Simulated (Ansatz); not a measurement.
# Phonons of ZnCo3C (Pm-3m) against volume, part 2 of 2

Does ZnCo3C (Pm-3m) expand much on heating, by its phonons?

Ansatz 0.2.0; DFT PBEsol, scalar-relativistic, plane waves, PAW; PAW set soft_1.

So far, highest frequency on the path or at a solved wavevector (cm⁻¹): step 2 (phonons on a q mesh) 795.

**4. Phonons at the other volume, volume ratio 0.97**

The phonons are repeated at this volume on the same k and q meshes.

input.yaml

```yaml
crystal:
  lattice:
    - [3.6466701665, 0.0, 0.0]
    - [0.0, 3.6466701665, 0.0]
    - [0.0, 0.0, 3.6466701665]
  atoms:
    - { symbol: Zn, position: [0.0, 0.0, 0.0] }
    - { symbol: Co, position: [0.0, 0.5, 0.5], spin: 0.35 }
    - { symbol: Co, position: [0.5, 0.5, 0.0], spin: 0.35 }
    - { symbol: Co, position: [0.5, 0.0, 0.5], spin: 0.35 }
    - { symbol: C, position: [0.5, 0.5, 0.5] }
kpoints:
  mp_grid: { grid: [12, 12, 12] }
hamiltonian:
  xc: pbesol
  pseudopotentials: { kind: paw, azcp: { folder: soft_1 }, xc_functional: pbe }
scf:
  occupations: { method: gaussian, width: 0.15 }
output:
  eigenvalues: true
  populations: true
magnetization:
  spin_polarized: true
phonons:
  method: dfpt
  qmesh: [2, 2, 2]
  temperatures: { t_max: 1000, t_step: 50 }
  qpath:
    path:
      - [[0.0, 0.0, 0.0], [0.0, 0.5, 0.0], [0.5, 0.5, 0.0], [0.0, 0.0, 0.0], [0.5, 0.5, 0.5], [0.0, 0.5, 0.0]]
      - [[0.5, 0.5, 0.5], [0.5, 0.5, 0.0]]
    npoints: 10
```

On the command line:

```console
> ansatz run input.yaml --threads 4 --pin off --max-ram 10240MiB --backend cpu --events-out ev --progress --plain --runs-dir out
```

Numbers of over 12 decimals in the logs are rounded to 6 here.

The log of the run:

```text
[...]
Crystal: 5 atoms, lattice volume = 48.494 Å³
Basis set: ecut = 420 eV, 949 PW (Γ), exchange–correlation on 50×50×50 points (8 copies of the dense FFT grid, shifted against one another)
Bands: 41, of which v1, the nominal top of the filled ones, is band 34 counted from 1 (33 counted from 0)
Symmetry: 48 space group operations
[...]
k-points: 84 of 1728
[...]
Starting moments: Σ|m| = 1.05 μB on 3 of 5 sites
[...]
SCF 1 converged in 14 iterations: F = -18806.898888 eV  dr2 = 4.66e-10
[...]
SCF iter   9: F=-18806.898888 eV  HF=-18806.898888 eV  |F-HF|=0.00e0  |Δ(HF+E_count)|=  7.28e-12  Δρ=3.51e-8 (↑3.51e-8 ↓3.10e-8)  dr2=1.60e-12  dr2_m=3.09e-15  M=0.924 μB ∫|m|=1.130 μB  ethr=1.00e-12  ⟨swp⟩=5.5  Hψ=27260  notcnv=0
SCF 2 converged in 9 iterations: F = -18806.898888 eV  dr2 = 1.60e-12
[...]
SCF iter   8: F=-18806.898888 eV  HF=-18806.898888 eV  |F-HF|=1.46e-11  |Δ(HF+E_count)|=  7.28e-12  Δρ=8.80e-8 (↑8.69e-8 ↓8.80e-8)  dr2=9.92e-12  dr2_m=4.15e-15  M=0.924 μB ∫|m|=1.130 μB  ethr=1.00e-12  ⟨swp⟩=1.1  Hψ=14552  notcnv=0
SCF 3 converged in 8 iterations: F = -18806.898888 eV  dr2 = 9.92e-12
[...]
NSCF: frozen V_eff on 84 k-points
WARN: eigensolver did not converge (σ=↑ k=27): 1 band(s) unlocked after 20 sweeps at ethr=1.67e-12 eV (storage-precision floor; scheduled 1.00e-12 eV) (lowest unlocked band 40, counted from 0; max residual 1.09e-5 eV among the unlocked bands, 1.09e-5 eV over every band; other slots of this pass that fall short are told together in one closing line; warning suppressed until the next SCF loop or pass starts)
WARN: eigensolver did not converge in 2 slots of this pass, the one above among them; of largest residual over every band (σ=↑ k=27): 1 band(s) unlocked (lowest unlocked band 40, counted from 0; max residual 1.09e-5 eV among the unlocked bands, 1.09e-5 eV over every band); of lowest unlocked band (σ=↑ k=27): band 40
[...]
SCF converged after 9 iterations
Magnetization: 0.9240 μB (33.9620 up, 33.0380 down)
Absolute magnetization: 1.1296 μB (∫|ρ↑−ρ↓|, with the PAW one-centre terms)
[...]
Per-site moments (μB) at R_I (Å): [(-0.017617, 1.063666), (0.318377, 0.752126), (0.318377, 0.752126), (0.318377, 0.752126), (-0.028851, 0.752126)]
Free energy (F): -18806.898888 eV
[...]
Internal energy: -18806.858745 eV  (E = F + TS)
E sigma→0 (E₀):  -18806.878817 eV
Entropy (-TS):   -0.040143 eV (-8.029 meV/atom)
Fermi energy:    17.405572 eV
[...]
--- Band table (eV; the first three rows and the last of 168) ---
  k-point 0 ↑: bands = [... 30 lower, 16.6561, 16.6561, 17.2623, 17.2623, 17.2623, 17.4810, 21.6268, 22.4248, ... 3 higher]
  k-point 1 ↑: bands = [... 30 lower, 16.6363, 16.6441, 17.2623, 17.3141, 17.3141, 17.4479, 21.5241, 22.3510, ... 3 higher]
  k-point 2 ↑: bands = [... 30 lower, 16.5766, 16.6112, 17.2626, 17.3504, 17.4724, 17.4724, 21.3715, 22.2609, ... 3 higher]
  k-point 83 ↓: bands = [... 30 lower, 15.9294, 17.2177, 17.2177, 17.7342, 17.7342, 17.7342, 20.3188, 20.3188, ... 3 higher]
[...]
ASR residual: 2.470e-5 → 0.000e0 eV/Å²; symmetrization residual: 2.580e-6 eV/Å²
  ASR residual per site (eV/Å²): 9.22e-6 2.47e-5 2.47e-5 2.47e-5 1.34e-5
[...]
--- Phonons (arbitrary-q DFPT): 4 irreducible q on the 2×2×2 mesh ---
[...]
interpolated dispersion: 62 rows × 15 modes
[...]
--- Löwdin populations: 5 sites ---
  site symbol       q [e]    m [muB]
     0     Zn     11.0374    -0.0058
     1     Co     16.6836     0.3405
     2     Co     16.6836     0.3405
     3     Co     16.6836     0.3405
     4      C      4.9778    -0.0482
  spilling = 0.013941 (of n_electrons = 67.000000)
```

Wall time 18 min (4 threads of Arm Neoverse V1, shared host); peak memory 4 GiB; 72 min of CPU time.

Numbers from this step:

- sum-rule residual before enforcement: 2.47e-5 eV/Å²
- highest frequency on the path or at a solved wavevector: 829.3 cm⁻¹
- mean frequency: 312.3 cm⁻¹
- Debye temperature (second moment): 722 K
- logarithmic mean frequency: 249 cm⁻¹
- highest optical mode at the zone centre (no LO-TO term): 691.3 cm⁻¹
- lowest optical zone-centre mode: 170.5 cm⁻¹
- lowest mode on the q mesh (acoustic modes at Γ apart): 92.39 cm⁻¹
- zero-point energy per atom: 58.08 meV
- heat capacity at 300 K: 20.18 J/(mol atoms K)
- vibrational entropy at 300 K: 23.43 J/(mol atoms K)
- edges of the widest gap between branches, on path and mesh: 460.1, 688.4 cm⁻¹

Frequencies (cm⁻¹) solved at each irreducible wavevector; negative means imaginary. Frequencies by wavevector, by row:

```csv
q in reciprocal lattice units,star,mode 1,mode 2,mode 3,mode 4,mode 13,mode 14,mode 15
0 0 0,1,0,0,0,170.5,691.3,691.3,691.3
0 0 -0.5,3,136.2,136.2,136.7,136.7,688.4,688.4,817.9
0 -0.5 -0.5,3,92.4,137.9,137.9,175.4,688.4,821.4,821.4
-0.5 -0.5 -0.5,1,101,101,101,135,829.3,829.3,829.3
```

The highest optical mode at the zone centre (no LO-TO term) is 691.3 cm⁻¹, +40.1 cm⁻¹ against the base run.

**5. Relaxing at another volume, volume ratio 1.03**

The volume is scaled by 1.03 and held; symmetry leaves nothing to relax, so this is a single point. The modes can then be followed against volume.

input.yaml, the sections that differ from step 4:

```yaml
crystal:
  lattice:
    - [3.7203601247, 0.0, 0.0]
    - [0.0, 3.7203601247, 0.0]
    - [0.0, 0.0, 3.7203601247]
  atoms:
    - { symbol: Zn, position: [0.0, 0.0, 0.0] }
    - { symbol: Co, position: [0.0, 0.5, 0.5], spin: 0.37 }
    - { symbol: Co, position: [0.5, 0.5, 0.0], spin: 0.37 }
    - { symbol: Co, position: [0.5, 0.0, 0.5], spin: 0.37 }
    - { symbol: C, position: [0.5, 0.5, 0.5] }
output:
  forces: true
  stress: true
  eigenvalues: true
  populations: true
# kpoints, hamiltonian, scf, magnetization: as in step 4
# phonons: removed
```

The log of the run:

```text
[...]
Crystal: 5 atoms, lattice volume = 51.494 Å³
Basis set: ecut = 420 eV, 1021 PW (Γ), exchange–correlation on 50×50×50 points (8 copies of the dense FFT grid, shifted against one another)
Bands: 41, of which v1, the nominal top of the filled ones, is band 34 counted from 1 (33 counted from 0)
Symmetry: 48 space group operations
[...]
k-point 83 ↓: bands = [... 30 lower, 14.8260, 15.9909, 15.9909, 16.4819, 16.4819, 16.4819, 18.8218, 18.8218, ... 3 higher]
--- Löwdin populations: 5 sites ---
  site symbol       q [e]    m [muB]
     0     Zn     11.0551    -0.0078
     1     Co     16.6720     0.3785
     2     Co     16.6720     0.3785
     3     Co     16.6720     0.3785
     4      C      4.9885    -0.0560
  spilling = 0.014033 (of n_electrons = 67.000000)
[key lines of the parts left out:]
SCF converged after 15 iterations
Magnetization: 1.0197 μB (34.0099 up, 32.9901 down)
Free energy (F): -18806.902795 eV
Fermi energy:    16.159141 eV
P = ⅓ Tr σ = -6.8063 GPa (-68.063 kbar)
```

It took 12 s on 4 threads; peak memory 0.59 GiB.

Numbers from this step:

| Property | Result |
| --- | --- |
| magnetization | 1.020 μB |
| absolute magnetization | 1.265 μB |
| site moments | -0.02120, 0.3561, 0.3561, 0.3561, -0.03382 μB |
| pressure | -6.806 GPa |
| volume per atom | 10.30 Å³ |

The cell carries a net spin moment of 1.02 μB and an absolute one of 1.26 μB.

**6. Phonons at the other volume, volume ratio 1.03**

The phonons are repeated at this volume on the same k and q meshes.

input.yaml, the sections that differ from step 5:

```yaml
crystal:
  lattice:
    - [3.7203601247, 0.0, 0.0]
    - [0.0, 3.7203601247, 0.0]
    - [0.0, 0.0, 3.7203601247]
  atoms:
    - { symbol: Zn, position: [0.0, 0.0, 0.0] }
    - { symbol: Co, position: [0.0, 0.5, 0.5], spin: 0.39 }
    - { symbol: Co, position: [0.5, 0.5, 0.0], spin: 0.39 }
    - { symbol: Co, position: [0.5, 0.0, 0.5], spin: 0.39 }
    - { symbol: C, position: [0.5, 0.5, 0.5] }
output:
  eigenvalues: true
  populations: true
phonons:
  method: dfpt
  qmesh: [2, 2, 2]
  temperatures: { t_max: 1000, t_step: 50 }
  qpath:
    path:
      - [[0.0, 0.0, 0.0], [0.0, 0.5, 0.0], [0.5, 0.5, 0.0], [0.0, 0.0, 0.0], [0.5, 0.5, 0.5], [0.0, 0.5, 0.0]]
      - [[0.5, 0.5, 0.5], [0.5, 0.5, 0.0]]
    npoints: 10
# kpoints, hamiltonian, scf, magnetization: as in step 5
```

The log of the run:

```text
[...]
Crystal: 5 atoms, lattice volume = 51.494 Å³
Basis set: ecut = 420 eV, 1021 PW (Γ), exchange–correlation on 50×50×50 points (8 copies of the dense FFT grid, shifted against one another)
Bands: 41, of which v1, the nominal top of the filled ones, is band 34 counted from 1 (33 counted from 0)
Symmetry: 48 space group operations
[...]
k-points: 84 of 1728
[...]
--- Phonons (arbitrary-q DFPT): 4 irreducible q on the 2×2×2 mesh ---
[...]
interpolated dispersion: 62 rows × 15 modes
[...]
--- Löwdin populations: 5 sites ---
  site symbol       q [e]    m [muB]
     0     Zn     11.0551    -0.0078
     1     Co     16.6720     0.3785
     2     Co     16.6720     0.3785
     3     Co     16.6720     0.3785
     4      C      4.9885    -0.0560
  spilling = 0.014033 (of n_electrons = 67.000000)
[key lines of the parts left out:]
SCF converged after 8 iterations
Magnetization: 1.0197 μB (34.0099 up, 32.9901 down)
Free energy (F): -18806.902795 eV
Fermi energy:    16.159153 eV
```

The job ended after 20 min (4 threads; peak memory 4.1 GiB; 77 min of CPU time).

Numbers from this step:

- sum-rule residual before enforcement: 3.24e-5 eV/Å²
- highest frequency on the path or at a solved wavevector: 761.9 cm⁻¹
- mean frequency: 281.6 cm⁻¹
- Debye temperature (second moment): 652 K
- logarithmic mean frequency: 225.2 cm⁻¹
- highest optical mode at the zone centre (no LO-TO term): 612.6 cm⁻¹
- lowest optical zone-centre mode: 160.1 cm⁻¹
- lowest mode on the q mesh (acoustic modes at Γ apart): 93.54 cm⁻¹
- zero-point energy per atom: 52.36 meV
- heat capacity at 300 K: 20.82 J/(mol atoms K)
- vibrational entropy at 300 K: 25.47 J/(mol atoms K)
- edges of the widest gap between branches, on path and mesh: 412.2, 609.8 cm⁻¹

The highest optical mode at the zone centre (no LO-TO term) is 612.6 cm⁻¹, -38.6 cm⁻¹ against the base run.

**7. Grüneisen parameters**

The Grüneisen parameter of a mode is minus the logarithmic change of its frequency with volume, −d ln ω / d ln V; weighted by heat capacity it gives the expansion.

This step gave:

| Quantity | Value |
| --- | --- |
| bulk modulus | 247.4 GPa |

The phonon branches at the labelled points (cm⁻¹):

```csv
point,branch 1,branch 2,branch 3,branch 4,branch 12,branch 13,branch 14,branch 15
Γ,0,0,0,166,212,651,651,651
halfway,74,74,121,163,288,650,650,714
X,130,130,131,131,343,648,648,783
halfway,113,140,142,148,363,648,715,785
M,93,133,133,165,396,648,787,787
halfway,97,102,151,158,316,649,714,715
Γ,0,0,0,166,212,651,651,651
halfway,109,109,146,160,341,715,715,718
R,101,101,101,130,436,795,795,795
halfway,118,122,139,140,382,716,718,788
X,130,130,131,131,343,648,648,783
jump to R,101,101,101,130,436,795,795,795
halfway,97,124,124,139,411,720,791,791
M,93,133,133,165,396,648,787,787
```

The same for volume x 0.97:

```csv
point,branch 1,branch 2,branch 3,branch 4,branch 12,branch 13,branch 14,branch 15
Γ,0,0,0,170,224,691,691,691
X,136,136,137,137,366,688,688,818
M,92,138,138,175,420,688,821,821
Γ,0,0,0,170,224,691,691,691
R,101,101,101,135,460,829,829,829
X,136,136,137,137,366,688,688,818
R,101,101,101,135,460,829,829,829
M,92,138,138,175,420,688,821,821
```

The same for volume x 1.03:

```csv
point,branch 1,branch 2,branch 3,branch 4,branch 12,branch 13,branch 14,branch 15
Γ,0,0,0,160,201,613,613,613
X,125,125,125,125,321,610,610,750
M,94,129,129,155,374,610,754,754
Γ,0,0,0,160,201,613,613,613
R,101,101,101,125,412,762,762,762
X,125,125,125,125,321,610,610,750
R,101,101,101,125,412,762,762,762
M,94,129,129,155,374,610,754,754
```

Mode Grueneisen parameter -dln(w)/dln(V), modes matched by rank; at Γ the acoustic branches take the value of a neighbouring point of the path. Mode grüneisen parameters along the path, in :

```csv
point,branch 1,branch 2,branch 3,branch 4,branch 12,branch 13,branch 14,branch 15
Γ,1.30,1.30,1.80,1.05,1.82,2.01,2.01,2.01
halfway,1.34,1.34,1.60,1.30,1.78,2.02,2.02,1.68
X,1.43,1.43,1.44,1.44,2.19,2.02,2.02,1.44
halfway,0.71,1.45,1.66,1.46,1.98,2.02,1.68,1.44
M,-0.20,1.11,1.11,2.10,1.94,2.01,1.43,1.43
halfway,0.72,1.41,1.94,1.48,1.69,2.02,1.68,1.68
Γ,1.30,1.49,1.80,1.05,1.82,2.01,2.01,2.01
halfway,0.94,0.94,1.28,1.66,1.62,1.67,1.67,1.68
R,0.03,0.03,0.03,1.34,1.83,1.41,1.41,1.41
halfway,0.75,0.98,1.30,1.51,1.83,1.66,1.67,1.43
X,1.43,1.43,1.44,1.44,2.19,2.02,2.02,1.44
jump to R,0.03,0.03,0.03,1.34,1.83,1.41,1.41,1.41
halfway,-0.07,0.83,0.83,1.49,1.84,1.66,1.42,1.42
M,-0.20,1.11,1.11,2.10,1.94,2.01,1.43,1.43
```

(dS/dlnV)/C_V. The thermodynamic Grueneisen parameter by temperature:

| temperature (K) | thermodynamic Grueneisen parameter |
| --- | --- |
| 50 | 1.39 |
| 100 | 1.57 |
| 150 | 1.62 |
| 200 | 1.64 |
| 250 | 1.66 |
| 300 | 1.66 |
| 350 | 1.67 |
| 400 | 1.67 |
| 450 | 1.67 |
| 500 | 1.67 |
| 550 | 1.67 |
| 600 | 1.67 |
| 650 | 1.67 |
| 700 | 1.67 |
| 750 | 1.67 |
| 800 | 1.67 |
| 850 | 1.67 |
| 900 | 1.67 |
| 950 | 1.67 |
| 1000 | 1.67 |

Gamma C_V/(B V) at the static volume. Table of volume expansion by temperature:

| temperature (K) | volume expansion (1e-6/K) |
| --- | --- |
| 50 | 3.62 |
| 100 | 11.9 |
| 150 | 16.7 |
| 200 | 19.5 |
| 250 | 21.5 |
| 300 | 22.9 |
| 350 | 23.9 |
| 400 | 24.7 |
| 450 | 25.2 |
| 500 | 25.7 |
| 550 | 26.1 |
| 600 | 26.4 |
| 650 | 26.6 |
| 700 | 26.8 |
| 750 | 26.9 |
| 800 | 27.0 |
| 850 | 27.1 |
| 900 | 27.2 |
| 950 | 27.3 |
| 1000 | 27.4 |

**8. Outcome**

```json
{
 "bulk modulus": "247 GPa",
 "thermodynamic Grüneisen parameter at 300 K": "1.661",
 "volume expansion at 300 K, estimated": "22.86 × 10⁻⁶ K⁻¹"
}
```

By this estimate the volume grows by 22.9 × 10⁻⁶ per kelvin at 300 K. The highest optical mode at Γ goes from 691 to 613 cm⁻¹ as the cell grows, a Grüneisen parameter of 2.01. Mode parameters on the path run from -0.2 to 2.4, with a median of 1.7. Branches are matched by rank, so values near crossings are rough. The expansion is the Grüneisen estimate at the static volume, with the static bulk modulus. The ferromagnetic order comes from parallel starting moments and need not be the ground state. The q mesh stands for a supercell only 7.4 Å across, so branches between the solved wavevectors are rough. With no gap, or one that is small against the smearing, the frequencies hang on the k mesh and the smearing, most of all near Kohn anomalies. The PAW files were made for PBE and serve the other functionals too.

[Logs are printed without paths, hosts, clocks, repeated set-up lines and the standing remarks that a program may print on its own settings, such as how far it seeks lower states.]

[Hosts, paths, dates, database ids (printed as entryN), source tags and the programs' standing remarks are cut or masked in the printed files.]
